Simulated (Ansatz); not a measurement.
In doubt: one-shot GW on d or f shells is unsure, so the values of those runs are not to be relied on.

Rows from a G0W0 calculation on TaAgO3 (R3c) (Ansatz 0.2.0; G0W0 on LDA, plane waves, PAW; 4×4×4 mesh, 2035 empty bands, screening to 380 eV, hard PAW files), in eV. Spin-orbit coupling is left out.

```
row      Σx     Σc     Vxc     Z
  A  -13.51  -4.68  -18.79  0.79
  B  -29.50   4.33  -24.36  0.72
  C  -32.17   4.46  -26.74  0.73
  D  -14.49  -4.92  -20.04  0.78
  E  -13.17  -5.10  -18.96  0.79
  F  -14.77  -5.30  -20.74  0.75
```

Q: Which rows are filled states and which are empty ones, and how can one tell?

Filled: B and C. Empty: A, D, E and F. The sign of Σc tells: for a filled state bare exchange, which holds its interaction with itself, lies below Vxc (Σx − Vxc is -5.1 eV or lower here) and screening gives part back as a positive Σc. For an empty state Σx lies above Vxc (+5.3 eV or more) and the Coulomb hole leaves Σc negative.

[Paths, hosts, dates, memory and timing lines, banners, echoed tables and standing remarks are left out of the program output.]

[Logs are printed without paths, hosts, clocks, repeated set-up lines and the standing remarks that a program may print on its own settings, such as how far it seeks lower states.]

[Runs of the session that timed out or met a known fault of the program may be left out.]

[Cells called generated may have been cut or substituted from an entry of the Crystallography Open Database or the Materials Project.]

[Hosts, paths, dates, database ids (printed as entryN), source tags and the programs' standing remarks are cut or masked in the printed files.]
